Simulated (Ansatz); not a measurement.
**ScB3 (built on the sites of a database entry of ScGa3): relaxing the cell for a phonon run**

Task: relax ScB3 (built on the sites of a database entry of ScGa3) tightly.

Method: DFT LDA, scalar-relativistic, plane waves, norm-conserving pseudopotentials, in Ansatz 0.2.0.

The structure was built from a prototype and need not be the compound's stable phase.

## Step 1: Set-up

Symmetry: Pm-3m, No. 221, cubic system. The conventional cell has a = 3.644 Å, b = 3.644 Å, c = 3.644 Å, α = 90.00°, β = 90.00°, γ = 90.00°. Nearest to Sc lie 12 B at 2.58 Å. B has 4 Sc at 2.58 Å and 8 B at 2.58 Å nearest. Farther neighbours are not listed.

Structure file:

```cif
data_structure
_symmetry_space_group_name_H-M 'Pm-3m'
_symmetry_Int_Tables_number 221
_cell_length_a 3.6443
_cell_length_b 3.6443
_cell_length_c 3.6443
_cell_angle_alpha 90.000
_cell_angle_beta 90.000
_cell_angle_gamma 90.000
_cell_volume 48.40
loop_
_atom_site_label
_atom_site_type_symbol
_atom_site_symmetry_multiplicity
_atom_site_Wyckoff_symbol
_atom_site_fract_x
_atom_site_fract_y
_atom_site_fract_z
_atom_site_occupancy
Sc1 Sc 1 a 0.00000 0.00000 0.00000 1
B1 B 3 c 0.00000 0.50000 0.50000 1
```

## Step 2: Probe on a coarse mesh

A quick single point on a coarse mesh tells whether the cell has a gap and how far it is from rest, which sets the k mesh and smearing that follow.

The input, input.yaml:

```yaml
crystal:
  lattice:
    - [3.64433, 0.0, 0.0]
    - [0.0, 3.64433, 0.0]
    - [0.0, 0.0, 3.64433]
  atoms:
    - { symbol: Sc, position: [0.0, 0.0, 0.0] }
    - { symbol: B, position: [0.0, 0.5, 0.5] }
    - { symbol: B, position: [0.5, 0.0, 0.5] }
    - { symbol: B, position: [0.5, 0.5, 0.0] }
kpoints:
  mp_grid: { grid: [6, 6, 6] }
hamiltonian:
  xc: lda
  pseudopotentials: { kind: nc }
scf:
  occupations: { method: gaussian, width: 0.1 }
output:
  forces: true
  stress: true
  eigenvalues: true
```

Command:

```console
> ansatz run input.yaml --threads 4 --pin off --max-ram 7168MiB --backend cpu --events-out ev --progress --plain --runs-dir out
```

Numbers of over 12 decimals in the logs are rounded to 6 here.

The program printed:

```text
Engine: ansatz 0.2.0, aarch64-unknown-linux-gnu
Pseudopotentials: kind: nc
Pseudopotential: Sc, nc, valence charge 11, recommended cutoff 1061.244064 eV (normal), Sc.nc.azcp (PseudoDojo's, or run here from an input of PseudoDojo's: the run reads no file of this project's for it)
[...]
--- Band table (eV; the first three rows and the last of 20) ---
  k-point 0: bands = [... 6 lower, 5.5357, 6.4062, 6.4062, 6.4062, 11.4702, 11.4702, 11.4702, 11.8670]
  k-point 1: bands = [... 6 lower, 5.7479, 6.4387, 6.4387, 7.7941, 10.4172, 10.4172, 10.5730, 11.5161]
  k-point 2: bands = [... 6 lower, 6.3717, 6.4754, 6.4754, 8.9221, 9.4983, 9.8140, 9.8140, 11.6111]
  k-point 19: bands = [... 6 lower, 3.0367, 3.9036, 5.5612, 5.5612, 5.5612, 12.5091, 12.5091, 13.9403]
[key lines of the parts left out:]
SCF converged after 8 iterations
Free energy (F): -1553.820409 eV
Fermi energy:    8.581282 eV
P = ⅓ Tr σ = -32.1951 GPa (-321.951 kbar)
```

It took 0.79 s on 4 threads of Arm Neoverse V1, shared host; peak memory 0.34 GiB; 2.8 s of CPU time.

Numbers from this step:

| Property | Result |
| --- | --- |
| pressure | -32.20 GPa |
| volume per atom | 12.10 Å³ |
| gap on the k-mesh | 0 eV |

The coarse mesh shows no gap and a pressure of -32.2 GPa.

## Step 3: Rough relaxation

A rough relaxation comes first, because large forces or stress need no tight tolerances yet.

input.yaml: that of step 2 with these lines changed.

```diff
@@ -21 +21,6 @@
   eigenvalues: true
+relax:
+  adjacent_minimum: "off"
+  f_tol: 0.05
+  max_steps: 80
+  cell: { stress_tol: 0.5 }
```

The program printed:

```text
[...]
Crystal: 4 atoms, lattice volume = 48.401 Å³
Basis set: ecut = 1061.244064 eV, 3791 PW (Γ)
Bands: 14, of which v1, the nominal top of the filled ones, is band 10 counted from 1 (9 counted from 0)
Symmetry: 48 space group operations
[...]
k-points: 20 of 216
[...]
F+E_penalty+E_count = -1555.69456944 eV   max|allowed force component| = 2.494e-30 eV/Å   (the final SCF, on the basis selected at the relaxed cell)
  cell:  # Å, volume = 34.7733 Å³
    - [3.263989, 0, 0]
    - [0, 3.263989, 0.0]
    - [0, 0, 3.263989]
  atoms:
    - { symbol: Sc, position: [0, 0, 0] }
    - { symbol: B, position: [0, 0.5, 0.5] }
    - { symbol: B, position: [0.5, 0, 0.5] }
    - { symbol: B, position: [0.5, 0.5, 0] }
[key lines of the parts left out:]
SCF converged after 4 iterations
Free energy (F): -1555.694569 eV
Fermi energy:    13.036798 eV
P = ⅓ Tr σ = -0.0728 GPa (-0.728 kbar)
```

Elapsed: 5 s, on 4 threads; peak memory 0.37 GiB; 19 s of CPU time.

Relaxation path:

```csv
step,energy less that of the first step (eV),largest force component (eV/Å),pressure (GPa),volume (Å³)
1,0.0000,0.0000,-32.20,48.40
2,-1.2399,0.0000,-24.91,41.66
3,-1.8637,0.0000,-4.43,35.58
4,-1.8754,0.0000,0.59,34.67
5,-1.8755,0.0000,0.01,34.77
6*,-1.8742,0.0000,-0.07,34.77
```

Relaxation steps marked * repeat the geometry before them on a plane-wave basis chosen anew for their cell, so energy and pressure can jump there.

The run keeps the 48 symmetry operations that it works with, so distortions that break them were not tested.

```csv
"conventional cell, symmetrised",before,after,change
a (Å),3.644,3.264,-10.4 %
b (Å),3.644,3.264,-10.4 %
c (Å),3.644,3.264,-10.4 %
volume (Å³/atom),12.10,8.69,-28.2 %
```

This step gave:

* pressure: -0.07275 GPa
* volume per atom: 8.693 Å³

In this step the volume went from 12.10 to 8.69 Å³/atom.

## Step 4: Relaxation

The cell and atoms are relaxed, since residual forces and stress would shift the frequencies.

The input, input.yaml:

```yaml
crystal:
  lattice:
    - [3.2639886519, 0.0, 0.0]
    - [0.0, 3.2639886519, 0.0]
    - [0.0, 0.0, 3.2639886519]
  atoms:
    - { symbol: Sc, position: [0.0, 0.0, 0.0] }
    - { symbol: B, position: [0.0, 0.5, 0.5] }
    - { symbol: B, position: [0.5, 0.0, 0.5] }
    - { symbol: B, position: [0.5, 0.5, 0.0] }
kpoints:
  mp_grid: { grid: [12, 12, 12] }
hamiltonian:
  xc: lda
  pseudopotentials: { kind: nc }
scf:
  occupations: { method: gaussian, width: 0.1 }
output:
  forces: true
  stress: true
  eigenvalues: true
  write_density: true
  write_potential: true
  elf: true
  volumetric_format: npy
relax:
  adjacent_minimum: "off"
  f_tol: 0.005
  max_steps: 80
  cell: { stress_tol: 0.05 }
```

The program printed:

```text
[...]
Crystal: 4 atoms, lattice volume = 34.773 Å³
Basis set: ecut = 1061.244064 eV, 2777 PW (Γ)
Bands: 14, of which v1, the nominal top of the filled ones, is band 10 counted from 1 (9 counted from 0)
[... 1 set-up line as in the run before ...]
[...]
k-points: 84 of 1728
[...]
SCF iter   1: F=—  HF=-1556.075504 eV  |F-HF|=—  |Δ(HF+E_count)|=         —  Δρ=4.73e-2  dr2=1.25e0  ethr=3.10e-3  ⟨swp⟩=5.7  Hψ=5895  notcnv=0
[...]
SCF iter   7: F=-1555.695670 eV  HF=-1555.695670 eV  |F-HF|=4.45e-9  |Δ(HF+E_count)|=   2.89e-7  Δρ=5.13e-6  dr2=5.27e-9  ethr=5.00e-10  ⟨swp⟩=12.0  Hψ=9800  notcnv=0
SCF 1 converged in 7 iterations: F = -1555.695670 eV  dr2 = 5.27e-9
relax step   1: F+E_penalty+E_count = -1555.69567043 eV  Δ(F+E_penalty+E_count) = +0.000e0 eV  max|allowed force component| = 2.396e-29 eV/Å  Δτ_max = 0.0000 Å  P = +0.016 GPa  Ω = 34.773 Å³  (7 SCF iters, dr2 threshold 1.00e-7 eV, accepted)
[...]
SCF iter   4: F=-1555.695670 eV  HF=-1555.695670 eV  |F-HF|=4.55e-13  |Δ(HF+E_count)|=  1.61e-11  Δρ=2.52e-7  dr2=4.71e-12  ethr=1.00e-12  ⟨swp⟩=7.8  Hψ=6736  notcnv=0
SCF 2 converged in 4 iterations: F = -1555.695670 eV  dr2 = 4.71e-12
relax step   2: F+E_penalty+E_count = -1555.69567043 eV  Δ(F+E_penalty+E_count) = -2.449e-9 eV  max|allowed force component| = 2.580e-29 eV/Å  Δτ_max = 0.0000 Å  P = +0.016 GPa  Ω = 34.773 Å³  stress off target by 1.55e-2 GPa  SCF on the basis re-selected at this cell (its energy is not comparable with the rows above)  (4 SCF iters)
basis re-selected at this cell: Δ(F+E_penalty+E_count) = -2.449e-9 eV, ΔP = +0.000 GPa vs the last step (what re-selecting the basis moved, of the pressure what is left beyond the Pulay correction that the steps carried, after the strain that the cell walked since its last selection, with what the two solves' SCF thresholds leave and, on support functions, any second-order correction that the steps lacked; it is no m [...]
SCF converged after 4 iterations
Free energy (F): -1555.695670 eV
[...]
Internal energy: -1555.692556 eV  (E = F + TS)
E sigma→0 (E₀):  -1555.694113 eV
Entropy (-TS):   -0.003114 eV (-0.779 meV/atom)
Fermi energy:    12.905463 eV
[...]
--- Stress (GPa, compression-positive) ---
        0.015545      -0.000000       0.000000
       -0.000000       0.015545       0.000000
        0.000000       0.000000       0.015545
  P = ⅓ Tr σ = 0.0155 GPa (0.155 kbar)
--- Band table (eV; the first three rows and the last of 84) ---
  k-point 0: bands = [... 6 lower, 9.6638, 10.1545, 10.1545, 10.1545, 16.6934, 16.6934, 16.6934, 17.0537]
  k-point 1: bands = [... 6 lower, 9.7077, 10.1417, 10.1417, 10.9683, 15.8951, 15.8951, 16.7153, 16.7535]
  k-point 2: bands = [... 6 lower, 9.8354, 10.0976, 10.0976, 11.9803, 15.1778, 15.1778, 16.0771, 16.7758]
  k-point 83: bands = [... 6 lower, 6.6555, 6.6555, 9.5936, 9.5936, 9.5936, 18.4205, 18.4205, 20.9867]
--- Relaxed structure (1 steps of the walk, 1 accepted, 1 SCFs on fresh bases) ---
[...]
cell:  # Å, volume = 34.7733 Å³
    - [3.2639886519, 0.0, 0.0]
    - [0.0, 3.2639886519, 0.0]
    - [0.0, 0.0, 3.2639886519]
  atoms:
    - { symbol: Sc, position: [0.0, 0.0, 0.0] }
    - { symbol: B, position: [0.0, 0.500000, 0.500000] }
    - { symbol: B, position: [0.500000, 0.0, 0.500000] }
    - { symbol: B, position: [0.500000, 0.500000, 0.0] }
```

The job ended after 5.3 s (4 threads; peak memory 0.42 GiB).

Little changed from the start: no atom moved by 0.005 Å and no cell edge by 0.1 %.

This step gave:

```
pressure : 0.01554 GPa
```

ELF in the ac plane at fractional y = 0.000, with atoms of Sc and B within 0.2 Å of it. It is the smooth field of the valence electrons, not physical close to the nuclei.

Ten even steps from '0' (0.00) to '9' (0.86):
```
15996112332116995
89984113443114899
99852135665312589
66421257887521246
21112578888752111
01135776556775311
12357863113687532
23468851001588643
23468851001588643
12357863113687532
01135776556775311
21112578888752111
66421257887521246
99852135665312589
89984113443114899
15996112332116995
01896201221026981
```
Columns run along a (3.3 Å), rows up along c (3.3 Å). Atoms in or near the plane, at fractional coordinates: Sc at (0.00, 0.00), B at (0.50, 0.50).

Electrostatic potential energy in the ac plane at fractional y = 0.000, with atoms of Sc and B within 0.2 Å of it. With pseudopotentials it is smooth inside the atoms' cores, unlike the true potential.

Ten even steps from '0' (-121 eV) to '9' (14 eV):
```
00268999999998620
12578999999998752
56789999999999876
88899999999999988
99999999889999999
99999988778899999
99999986556899999
99999875335789999
99999875335789999
99999986556899999
99999988778899999
99999999889999999
88899999999999988
56789999999999876
12578999999998752
00268999999998620
00158999999998510
```
Columns run along a (3.3 Å; values clipped at the 3rd and 97th percentile), rows up along c (3.3 Å). Atoms in or near the plane, at fractional coordinates: Sc at (0.00, 0.00), B at (0.50, 0.50).

Valence density in the ac plane at fractional y = 0.000, with atoms of Sc and B within 0.2 Å of it. It is the smooth field of the valence electrons, not physical close to the nuclei.

Ten even steps from '0' (0.2 e/Å³) to '9' (6.7 e/Å³):
```
58941000000001498
99620000000000269
54210000000000124
11000000000000001
00000000000000000
00000000000000000
00000000000000000
00000000000000000
00000000000000000
00000000000000000
00000000000000000
00000000000000000
11000000000000001
54210000000000124
99620000000000269
58941000000001498
05951000000001595
```
Columns run along a (3.3 Å), rows up along c (3.3 Å). Atoms in or near the plane, at fractional coordinates: Sc at (0.00, 0.00), B at (0.50, 0.50).

In this step the volume went from 8.69 to 8.69 Å³/atom.

## Step 5: Tight relaxation

Phonons need a cell at rest on their own settings, so the relaxation is repeated with tight tolerances on forces and stress on the k mesh and occupations of the first response run.

input.yaml, the sections that differ from step 4:

```yaml
scf:
  occupations: { method: methfessel_paxton, width: 0.15 }
output:
  forces: true
  stress: true
  eigenvalues: true
relax:
  adjacent_minimum: "off"
  f_tol: 0.001
  max_steps: 60
  cell: { stress_tol: 0.01 }
# crystal, kpoints, hamiltonian: as in step 4
```

The program printed:

```text
[...]
Crystal: 4 atoms, lattice volume = 34.773 Å³
Basis set: ecut = 1061.244064 eV, 2777 PW (Γ)
Bands: 14, of which v1, the nominal top of the filled ones, is band 10 counted from 1 (9 counted from 0)
[... 1 set-up line as in the run before ...]
[...]
k-points: 84 of 1728
[...]
k-point 83: bands = [... 6 lower, 6.6550, 6.6550, 9.5931, 9.5931, 9.5931, 18.4201, 18.4201, 20.9859]
--- Relaxed structure (2 steps of the walk, 2 accepted, 1 SCFs on fresh bases) ---
[...]
cell:  # Å, volume = 34.7749 Å³
    - [3.264038, 0.0, 0]
    - [0, 3.264038, 0]
    - [0, 0, 3.264038]
  atoms:
    - { symbol: Sc, position: [0, 0, 0] }
    - { symbol: B, position: [0, 0.5, 0.5] }
    - { symbol: B, position: [0.5, 0, 0.5] }
    - { symbol: B, position: [0.5, 0.5, 0] }
[key lines of the parts left out:]
SCF converged after 3 iterations
Free energy (F): -1555.693907 eV
Fermi energy:    12.899763 eV
P = ⅓ Tr σ = 0.0028 GPa (0.028 kbar)
```

It took 6.7 s on 4 threads; peak memory 0.42 GiB; 26 s of CPU time.

Little changed from the start: no atom moved by 0.005 Å and no cell edge by 0.1 %.

Numbers from this step:

| Quantity | Value |
| --- | --- |
| pressure | 0.002774 GPa |
| volume per atom | 8.694 Å³ |

The forces vanish by symmetry and the pressure is 0.003 GPa, within the tolerances set. The cell now holds 8.69 Å³/atom.

## Step 6: What came out

- space group after relaxation (within 0.01 Å): Pm-3m
- lattice constant a: 3.264 Å
- lattice constant b: 3.264 Å
- lattice constant c: 3.264 Å
- volume per atom: 8.69 Å³

The forces vanish by symmetry and the pressure is 0.003 GPa, within the tolerances set. The cell now holds 8.69 Å³/atom. The relaxation keeps the symmetry of its start, so it says nothing on stability against lower symmetry. The starting cell was built on a prototype and not taken from a measurement, so the phase need not exist.

[Logs are printed without paths, hosts, clocks, repeated set-up lines and the standing remarks that a program may print on its own settings, such as how far it seeks lower states.]

[Hosts, paths, dates, database ids (printed as entryN), source tags and the programs' standing remarks are cut or masked in the printed files.]
